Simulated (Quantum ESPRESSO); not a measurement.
# Magnetic state of LaCrAsO from several starts, part 2 of 2

A self-consistent run ends on one state, which hangs on the start. Several orders of LaCrAsO are started in Quantum ESPRESSO and their energies compared.

Quantum ESPRESSO 7.5; PBEsol; plane waves with GBRV 1.5 PBEsol potentials, no spin-orbit coupling.

So far, absolute magnetization (μB): step 2 (run 1 (ferro ++)) 5.23.

**3. Run 2, typed as antiferro +−**

pw.in reads:

```
&CONTROL
  calculation = 'scf'
  prefix = 'pwscf'
  outdir = './tmp'
  pseudo_dir = './pseudo'
  disk_io = 'nowf'
/
&SYSTEM
  ibrav = 0
  celldm(1) = 8
  nat = 8
  ntyp = 5
  ecutwfc = 40
  ecutrho = 280
  nbnd = 48
  occupations = 'smearing'
  smearing = 'fd'
  degauss = 0.00734986
  nspin = 2
  starting_magnetization(1) = 0
  starting_magnetization(2) = 0.1786
  starting_magnetization(3) = -0.1786
  starting_magnetization(4) = 0
  starting_magnetization(5) = 0
/
&ELECTRONS
  conv_thr = 1.6d-08
  electron_maxstep = 150
  mixing_beta = 0.3
/
ATOMIC_SPECIES
La    138.9055 la_pbesol_v1.uspp.F.UPF
Cr1    51.9961 cr_pbesol_v1.5.uspp.F.UPF
Cr2    51.9961 cr_pbesol_v1.5.uspp.F.UPF
As     74.9216 as_pbesol_v1.uspp.F.UPF
O      15.9990 o_pbesol_v1.2.uspp.F.UPF
CELL_PARAMETERS alat
   0.9545951518547    0.0000000000000    0.0000000000000
   0.0000000000000    0.9545951518547    0.0000000000000
   0.0000000000000    0.0000000000000    2.1227057342156
ATOMIC_POSITIONS crystal
La      0.5000000000    0.0000000000    0.1365000000
La      0.0000000000    0.5000000000    0.8635000000
Cr1     0.0000000000    0.0000000000    0.5000000000
Cr2     0.5000000000    0.5000000000    0.5000000000
As      0.5000000000    0.0000000000    0.6625000000
As      0.0000000000    0.5000000000    0.3375000000
O       0.0000000000    0.0000000000    0.0000000000
O       0.5000000000    0.5000000000    0.0000000000
K_POINTS automatic
8 8 4 0 0 0
```

On the command line:

```sh
OMP_NUM_THREADS=1 mpirun -n 4 pw.x -nk 4 -in pw.in > pw.out
```

Log:

```text
[banner, memory and clock lines left out]
Program PWSCF v.7.5 starts

     Message from routine setup:
     using ibrav=0 with symmetry is DISCOURAGED, use correct ibrav instead

     bravais-lattice index     =            0
     lattice parameter (alat)  =       8.0000  a.u.
     unit-cell volume          =     990.3717 (a.u.)^3
     number of atoms/cell      =            8
     number of atomic types    =            5
     number of electrons       =        72.00
     number of Kohn-Sham states=           48
     kinetic-energy cutoff     =      40.0000  Ry
     charge density cutoff     =     280.0000  Ry
     scf convergence threshold =      1.6E-08
     mixing beta               =       0.3000
     number of iterations used =            8  plain     mixing
     Exchange-correlation= SLA  PW   PSX  PSC
                           (   1   4  10   8   0   0   0)

     celldm(1)=   8.000000  celldm(2)=   0.000000  celldm(3)=   0.000000
     celldm(4)=   0.000000  celldm(5)=   0.000000  celldm(6)=   0.000000

     crystal axes: (cart. coord. in units of alat)
               a(1) = (   0.954595   0.000000   0.000000 )
               a(2) = (   0.000000   0.954595   0.000000 )
               a(3) = (   0.000000   0.000000   2.122706 )

     reciprocal axes: (cart. coord. in units 2 pi/alat)
               b(1) = (  1.047565  0.000000  0.000000 )
               b(2) = (  0.000000  1.047565  0.000000 )
               b(3) = (  0.000000  0.000000  0.471097 )

     PseudoPot. # 1 for La read from file:
     la_pbesol_v1.uspp.F.UPF
     Pseudo is Ultrasoft + core correction, Zval = 11.0

     PseudoPot. # 2 for Cr read from file:
     cr_pbesol_v1.5.uspp.F.UPF
     Pseudo is Ultrasoft + core correction, Zval = 14.0

     PseudoPot. # 3 for Cr read from file:
     cr_pbesol_v1.5.uspp.F.UPF
     Pseudo is Ultrasoft + core correction, Zval = 14.0

     PseudoPot. # 4 for As read from file:
     as_pbesol_v1.uspp.F.UPF
     Pseudo is Ultrasoft + core correction, Zval =  5.0

     PseudoPot. # 5 for O  read from file:
     o_pbesol_v1.2.uspp.F.UPF
     Pseudo is Ultrasoft + core correction, Zval =  6.0

     atomic species   valence    mass     pseudopotential
     La               11.00   138.90550     La( 1.00)
     Cr1              14.00    51.99610     Cr( 1.00)
     Cr2              14.00    51.99610     Cr( 1.00)
     As                5.00    74.92160     As( 1.00)
     O                 6.00    15.99900     O ( 1.00)

     Starting magnetic structure
     atomic species   magnetization
     La              0.000
     Cr1             0.179
     Cr2            -0.179
     As              0.000
     O               0.000

      8 Sym. Ops. (no inversion) found

   Cartesian axes

     site n.     atom                  positions (alat units)
         1        La     tau(   1) = (   0.4772976   0.0000000   0.2897493  )
         2        La     tau(   2) = (   0.0000000   0.4772976   1.8329564  )
         3        Cr1    tau(   3) = (   0.0000000   0.0000000   1.0613529  )
         4        Cr2    tau(   4) = (   0.4772976   0.4772976   1.0613529  )
         5        As     tau(   5) = (   0.4772976   0.0000000   1.4062925  )
         6        As     tau(   6) = (   0.0000000   0.4772976   0.7164132  )
         7        O      tau(   7) = (   0.0000000   0.0000000   0.0000000  )
         8        O      tau(   8) = (   0.4772976   0.4772976   0.0000000  )

     number of k points=    45  Fermi-Dirac smearing, width (Ry)=  0.0073
                       cart. coord. in units 2pi/alat
        k(    1) = (   0.0000000   0.0000000   0.0000000), wk =   0.0039062
        k(    2) = (   0.0000000   0.0000000   0.1177742), wk =   0.0078125
        k(    3) = (   0.0000000   0.0000000  -0.2355484), wk =   0.0039062
        k(    4) = (   0.0000000   0.1309456   0.0000000), wk =   0.0156250
        k(    5) = (   0.0000000   0.1309456   0.1177742), wk =   0.0312500
        [... 40 further k-points ...]

     Dense  grid:    78387 G-vectors     FFT dimensions: (  45,  45,  96)

     Smooth grid:    33913 G-vectors     FFT dimensions: (  32,  32,  72)

     Check: negative core charge=   -0.000002
     Generating pointlists ...
     new r_m :   0.2303 (alat units)  1.8426 (a.u.) for type    1
     new r_m :   0.2429 (alat units)  1.9434 (a.u.) for type    2
     new r_m :   0.2429 (alat units)  1.9434 (a.u.) for type    3
     new r_m :   0.2429 (alat units)  1.9434 (a.u.) for type    4
     new r_m :   0.2303 (alat units)  1.8426 (a.u.) for type    5

     Initial potential from superposition of free atoms

     starting charge      69.9407, renormalised to      72.0000

     negative rho (up, down):  7.862E-02 7.834E-02
     Starting wfcs are   76 randomized atomic wfcs

     Self-consistent Calculation

     iteration #  1     ecut=    40.00 Ry     beta= 0.30
     Davidson diagonalization with overlap
     ethr =  1.00E-02,  avg # of iterations =  5.5

     negative rho (up, down):  7.608E-02 7.609E-02

     total energy              =    -662.86854452 Ry
     estimated scf accuracy    <      80.22584147 Ry

     total magnetization       =    -0.00 Bohr mag/cell
     absolute magnetization    =     1.48 Bohr mag/cell

     iteration #  2     ecut=    40.00 Ry     beta= 0.30
     Davidson diagonalization with overlap
     ethr =  1.00E-02,  avg # of iterations =  9.7

     negative rho (up, down):  3.961E-04 3.409E-04

     total energy              =    -667.54484985 Ry
     estimated scf accuracy    <     602.31941264 Ry

     total magnetization       =     0.02 Bohr mag/cell
     absolute magnetization    =     5.24 Bohr mag/cell

     [... further iterations left out ...]

     iteration # 23     ecut=    40.00 Ry     beta= 0.30
     Davidson diagonalization with overlap
     ethr =  1.67E-09,  avg # of iterations =  3.9

     negative rho (up, down):  5.680E-02 5.565E-02

     total energy              =    -700.34000759 Ry
     estimated scf accuracy    <       0.00000010 Ry

     total magnetization       =    -0.00 Bohr mag/cell
     absolute magnetization    =     5.81 Bohr mag/cell

     iteration # 24     ecut=    40.00 Ry     beta= 0.30
     Davidson diagonalization with overlap
     ethr =  1.37E-10,  avg # of iterations =  5.0

     negative rho (up, down):  5.680E-02 5.565E-02

     Magnetic moment per site  (integrated on atomic sphere of radius R)
     atom   1 (R=0.230)  charge=  6.1659  magn=  0.0000
     atom   2 (R=0.230)  charge=  6.1659  magn=  0.0000
     atom   3 (R=0.243)  charge= 12.1110  magn=  2.4233
     atom   4 (R=0.243)  charge= 12.1112  magn= -2.4237
     atom   5 (R=0.243)  charge=  2.8700  magn=  0.0000
     atom   6 (R=0.243)  charge=  2.8700  magn=  0.0000
     atom   7 (R=0.230)  charge=  6.2573  magn= -0.0085
     atom   8 (R=0.230)  charge=  6.2578  magn=  0.0085

     End of self-consistent calculation

     [... lines left out ...]
     the Fermi energy is    11.2997 ev

!    total energy              =    -700.34000763 Ry
     estimated scf accuracy    <          6.1E-09 Ry
     smearing contrib. (-TS)   =      -0.00917706 Ry
     internal energy E=F+TS    =    -700.33083058 Ry

     The total energy is F=E-TS. E is the sum of the following terms:
     one-electron contribution =    -267.91041270 Ry
     hartree contribution      =     169.17417610 Ry
     xc contribution           =    -219.74363572 Ry
     ewald contribution        =    -381.85095826 Ry

     total magnetization       =    -0.00 Bohr mag/cell
     absolute magnetization    =     5.81 Bohr mag/cell

     convergence has been achieved in  24 iterations
```

Elapsed: 9.6 min, on 4 MPI ranks of Intel Xeon at 2.50GHz (Skylake/Cascade Lake), shared host; peak memory 1.6 GiB; 38 min of CPU time.

Spin moment in the atom's sphere by atom:

| atom | spin moment in the atom's sphere (μB) |
| --- | --- |
| La1 | 0.00 |
| La2 | 0.00 |
| Cr3 | 2.42 |
| Cr4 | -2.42 |
| As5 | 0.00 |
| As6 | 0.00 |
| O7 | -0.01 |
| O8 | 0.01 |

This step gave:

| Item | Value |
| --- | --- |
| smearing term TS | 0.1249 eV |
| magnetization | 0 μB |
| absolute magnetization | 5.814 μB |
| final state | antiferromagnetic |

**4. Run 3 (antiferro q=(0,1/2,0) +−+−)**

The cell is doubled to 16 atoms to hold this order. The wavevector q is in fractions of the reciprocal vectors of the crystal's primitive cell, as the cells of these inputs are built from it; moments change sign between cells as cos(2π q·R).

pw.in reads:

```
&CONTROL
  calculation = 'scf'
  prefix = 'pwscf'
  outdir = './tmp'
  pseudo_dir = './pseudo'
  disk_io = 'nowf'
/
&SYSTEM
  ibrav = 0
  celldm(1) = 8
  nat = 16
  ntyp = 5
  ecutwfc = 40
  ecutrho = 280
  nbnd = 92
  occupations = 'smearing'
  smearing = 'fd'
  degauss = 0.00734986
  nspin = 2
  starting_magnetization(1) = 0
  starting_magnetization(2) = 0.1786
  starting_magnetization(3) = -0.1786
  starting_magnetization(4) = 0
  starting_magnetization(5) = 0
/
&ELECTRONS
  conv_thr = 3.2d-08
  electron_maxstep = 150
  mixing_beta = 0.3
/
ATOMIC_SPECIES
La    138.9055 la_pbesol_v1.uspp.F.UPF
Cr1    51.9961 cr_pbesol_v1.5.uspp.F.UPF
Cr2    51.9961 cr_pbesol_v1.5.uspp.F.UPF
As     74.9216 as_pbesol_v1.uspp.F.UPF
O      15.9990 o_pbesol_v1.2.uspp.F.UPF
CELL_PARAMETERS alat
   0.9545951518547    0.0000000000000    0.0000000000000
   0.0000000000000    1.9091903037094    0.0000000000000
   0.0000000000000    0.0000000000000    2.1227057342156
ATOMIC_POSITIONS crystal
La      0.5000000000    0.0000000000    0.1365000000
La      0.5000000000    0.5000000000    0.1365000000
La      0.0000000000    0.2500000000    0.8635000000
La      0.0000000000    0.7500000000    0.8635000000
Cr1     0.0000000000    0.0000000000    0.5000000000
Cr2     0.0000000000    0.5000000000    0.5000000000
Cr1     0.5000000000    0.2500000000    0.5000000000
Cr2     0.5000000000    0.7500000000    0.5000000000
As      0.5000000000    0.0000000000    0.6625000000
As      0.5000000000    0.5000000000    0.6625000000
As      0.0000000000    0.2500000000    0.3375000000
As      0.0000000000    0.7500000000    0.3375000000
O       0.0000000000    0.0000000000    0.0000000000
O       0.0000000000    0.5000000000    0.0000000000
O       0.5000000000    0.2500000000    0.0000000000
O       0.5000000000    0.7500000000    0.0000000000
K_POINTS automatic
8 4 4 0 0 0
```

Log:

```text
     [... lines left out ...]
Program PWSCF v.7.5 starts
     [... lines left out ...]
     number of atoms/cell      =           16
     [... lines left out ...]
     number of electrons       =       144.00
     number of Kohn-Sham states=           92
     kinetic-energy cutoff     =      40.0000  Ry
     charge density cutoff     =     280.0000  Ry
     scf convergence threshold =      3.2E-08
     [... lines left out ...]
      4 Sym. Ops., with inversion, found ( 2 have fractional translation)
     [... lines left out ...]
     number of k points=    50  Fermi-Dirac smearing, width (Ry)=  0.0073
     [... lines left out ...]
     iteration # 28     ecut=    40.00 Ry     beta= 0.30
     [... lines left out ...]
     Magnetic moment per site  (integrated on atomic sphere of radius R)
     atom   1 (R=0.230)  charge=  6.1663  magn= -0.0005
     atom   2 (R=0.230)  charge=  6.1663  magn=  0.0005
     atom   3 (R=0.230)  charge=  6.1663  magn= -0.0005
     atom   4 (R=0.230)  charge=  6.1663  magn=  0.0005
     atom   5 (R=0.243)  charge= 12.1182  magn=  2.3552
     atom   6 (R=0.243)  charge= 12.1182  magn= -2.3545
     atom   7 (R=0.243)  charge= 12.1182  magn=  2.3552
     atom   8 (R=0.243)  charge= 12.1182  magn= -2.3545
     atom   9 (R=0.243)  charge=  2.8703  magn= -0.0448
     atom  10 (R=0.243)  charge=  2.8703  magn=  0.0448
     atom  11 (R=0.243)  charge=  2.8703  magn= -0.0448
     atom  12 (R=0.243)  charge=  2.8703  magn=  0.0448
     atom  13 (R=0.230)  charge=  6.2578  magn=  0.0021
     atom  14 (R=0.230)  charge=  6.2578  magn= -0.0021
     atom  15 (R=0.230)  charge=  6.2578  magn=  0.0021
     atom  16 (R=0.230)  charge=  6.2578  magn= -0.0021
     [... lines left out ...]
     the Fermi energy is    11.4839 ev
!    total energy              =   -1400.63926655 Ry
     estimated scf accuracy    <       0.00000003 Ry
     smearing contrib. (-TS)   =      -0.02400722 Ry
     [... lines left out ...]
     total magnetization       =     0.00 Bohr mag/cell
     absolute magnetization    =    11.26 Bohr mag/cell
     convergence has been achieved in  28 iterations
```

Elapsed: 57 min, on 4 MPI ranks; peak memory 3.4 GiB.

Spin moment in the atom's sphere by atom:

| atom | spin moment in the atom's sphere (μB) |
| --- | --- |
| La1 | 0.00 |
| La2 | 0.00 |
| La3 | 0.00 |
| La4 | 0.00 |
| Cr5 | 2.36 |
| Cr6 | -2.35 |
| Cr7 | 2.36 |
| Cr8 | -2.35 |
| As9 | -0.04 |
| As10 | 0.04 |
| As11 | -0.04 |
| As12 | 0.04 |
| O13 | 0.00 |
| O14 | 0.00 |
| O15 | 0.00 |
| O16 | 0.00 |

This step gave:

```
smearing term TS       : 0.3266 eV
magnetization          : 0 μB
absolute magnetization : 11.26 μB
final state            : antiferromagnetic
```

**5. Run 4, typed as antiferro q=(1/2,1/2,0) +−+−**

This order needs a doubled cell of 16 atoms.

pw.in reads:

```
&CONTROL
  calculation = 'scf'
  prefix = 'pwscf'
  outdir = './tmp'
  pseudo_dir = './pseudo'
  disk_io = 'nowf'
/
&SYSTEM
  ibrav = 0
  celldm(1) = 8
  nat = 16
  ntyp = 5
  ecutwfc = 40
  ecutrho = 280
  nbnd = 92
  occupations = 'smearing'
  smearing = 'fd'
  degauss = 0.00734986
  nspin = 2
  starting_magnetization(1) = 0
  starting_magnetization(2) = 0.1786
  starting_magnetization(3) = -0.1786
  starting_magnetization(4) = 0
  starting_magnetization(5) = 0
/
&ELECTRONS
  conv_thr = 3.2d-08
  electron_maxstep = 150
  mixing_beta = 0.3
/
ATOMIC_SPECIES
La    138.9055 la_pbesol_v1.uspp.F.UPF
Cr1    51.9961 cr_pbesol_v1.5.uspp.F.UPF
Cr2    51.9961 cr_pbesol_v1.5.uspp.F.UPF
As     74.9216 as_pbesol_v1.uspp.F.UPF
O      15.9990 o_pbesol_v1.2.uspp.F.UPF
CELL_PARAMETERS alat
   1.9091903037094    0.0000000000000    0.0000000000000
   0.9545951518547    0.9545951518547    0.0000000000000
   0.0000000000000    0.0000000000000    2.1227057342156
ATOMIC_POSITIONS crystal
La      0.2500000000    0.0000000000    0.1365000000
La      0.7500000000    0.0000000000    0.1365000000
La      0.7500000000    0.5000000000    0.8635000000
La      0.2500000000    0.5000000000    0.8635000000
Cr1     0.0000000000    0.0000000000    0.5000000000
Cr2     0.5000000000    0.0000000000    0.5000000000
Cr1     0.0000000000    0.5000000000    0.5000000000
Cr2     0.5000000000    0.5000000000    0.5000000000
As      0.2500000000    0.0000000000    0.6625000000
As      0.7500000000    0.0000000000    0.6625000000
As      0.7500000000    0.5000000000    0.3375000000
As      0.2500000000    0.5000000000    0.3375000000
O       0.0000000000    0.0000000000    0.0000000000
O       0.5000000000    0.0000000000    0.0000000000
O       0.0000000000    0.5000000000    0.0000000000
O       0.5000000000    0.5000000000    0.0000000000
K_POINTS automatic
4 8 4 0 0 0
```

Log:

```text
     [... lines left out ...]
Program PWSCF v.7.5 starts
     [... lines left out ...]
     number of atoms/cell      =           16
     [... lines left out ...]
     number of electrons       =       144.00
     number of Kohn-Sham states=           92
     kinetic-energy cutoff     =      40.0000  Ry
     charge density cutoff     =     280.0000  Ry
     scf convergence threshold =      3.2E-08
     [... lines left out ...]
      8 Sym. Ops., with inversion, found ( 4 have fractional translation)
     [... lines left out ...]
     number of k points=    39  Fermi-Dirac smearing, width (Ry)=  0.0073
     [... lines left out ...]
     iteration # 28     ecut=    40.00 Ry     beta= 0.30
     [... lines left out ...]
     Magnetic moment per site  (integrated on atomic sphere of radius R)
     atom   1 (R=0.230)  charge=  6.1660  magn= -0.0000
     atom   2 (R=0.230)  charge=  6.1660  magn= -0.0000
     atom   3 (R=0.230)  charge=  6.1660  magn= -0.0000
     atom   4 (R=0.230)  charge=  6.1660  magn= -0.0000
     atom   5 (R=0.243)  charge= 12.1161  magn=  2.3420
     atom   6 (R=0.243)  charge= 12.1160  magn= -2.3434
     atom   7 (R=0.243)  charge= 12.1161  magn=  2.3420
     atom   8 (R=0.243)  charge= 12.1160  magn= -2.3434
     atom   9 (R=0.243)  charge=  2.8702  magn=  0.0000
     atom  10 (R=0.243)  charge=  2.8702  magn=  0.0000
     atom  11 (R=0.243)  charge=  2.8702  magn=  0.0000
     atom  12 (R=0.243)  charge=  2.8702  magn=  0.0000
     atom  13 (R=0.230)  charge=  6.2572  magn=  0.0006
     atom  14 (R=0.230)  charge=  6.2572  magn= -0.0006
     atom  15 (R=0.230)  charge=  6.2572  magn=  0.0006
     atom  16 (R=0.230)  charge=  6.2572  magn= -0.0006
     [... lines left out ...]
     the Fermi energy is    11.4450 ev
!    total energy              =   -1400.62551579 Ry
     estimated scf accuracy    <       0.00000002 Ry
     smearing contrib. (-TS)   =      -0.02557316 Ry
     [... lines left out ...]
     total magnetization       =    -0.00 Bohr mag/cell
     absolute magnetization    =    11.08 Bohr mag/cell
     convergence has been achieved in  28 iterations
```

Wall time 60 min (4 MPI ranks); peak memory 3.1 GiB.

This step gave:

```yaml
smearing_term_ts: 0.3479 eV
magnetization: 0 μB
absolute_magnetization: 11.08 μB
final_state: antiferromagnetic
largest_moment: 2.343 μB
```

**6. Energies of the orders**

An order is kept where moments of 0.15 μB or more survive with the typed signs; meshes match where a doubled cell samples the same k points as the first cell.

Orders:

| start | final state | typed order kept | energy over the lowest (meV a seeded atom) | largest site moment (μB) | net moment (μB a cell of the first run) | mesh matched | CPU time (s) |
| --- | --- | --- | --- | --- | --- | --- | --- |
| ferro ++ | ferromagnetic | yes | 127.8 | 2.164 | 4.636 | yes | 2626 |
| antiferro +- | antiferromagnetic | yes | 0 | 2.424 | 0 | yes | 2274 |
| antiferro q=(0,1/2,0) +-+- | antiferromagnetic | yes | 138.6 | 2.355 | 8.60e-4 | yes | 13644 |
| antiferro q=(1/2,1/2,0) +-+- | antiferromagnetic | yes | 185.4 | 2.343 | 0.00172 | yes | 14487 |

**7. Summary of results**

| Item | Value |
| --- | --- |
| lowest state found | antiferromagnetic (from antiferro +-) |
| largest site moment | 2.42 μB |
| next state with moments | ferromagnetic, 128 meV a seeded atom higher |

**Reading.** This is the lowest of 4 collinear or spinless starts, no proof of the ground state. Energies are free energies at an electronic temperature of 1160 K, which lowers moments and differences where the moments are itinerant. No Hubbard term acts here. In such compounds local and semilocal functionals without one often delocalise the d electrons, and can shrink or lose moments and miss the size, sign and order of the couplings. The smearing term is large for its width, so states at the Fermi level are partly filled: at this level the cell is a metal or has a gap of a few widths at most.

[Logs and program files are shortened in this print: banners, set-up blocks, solver, clock and traceback lines can be left out without a mark of their own.]

[Logs are printed without paths, hosts, clocks, repeated set-up lines and the standing remarks that a program may print on its own settings, such as how far it seeks lower states.]

[Hosts, paths, dates, database ids (printed as entryN), source tags and the programs' standing remarks are cut or masked in the printed files.]

[Where a cell is said to come from a database of computed structures, the database is the Materials Project.]
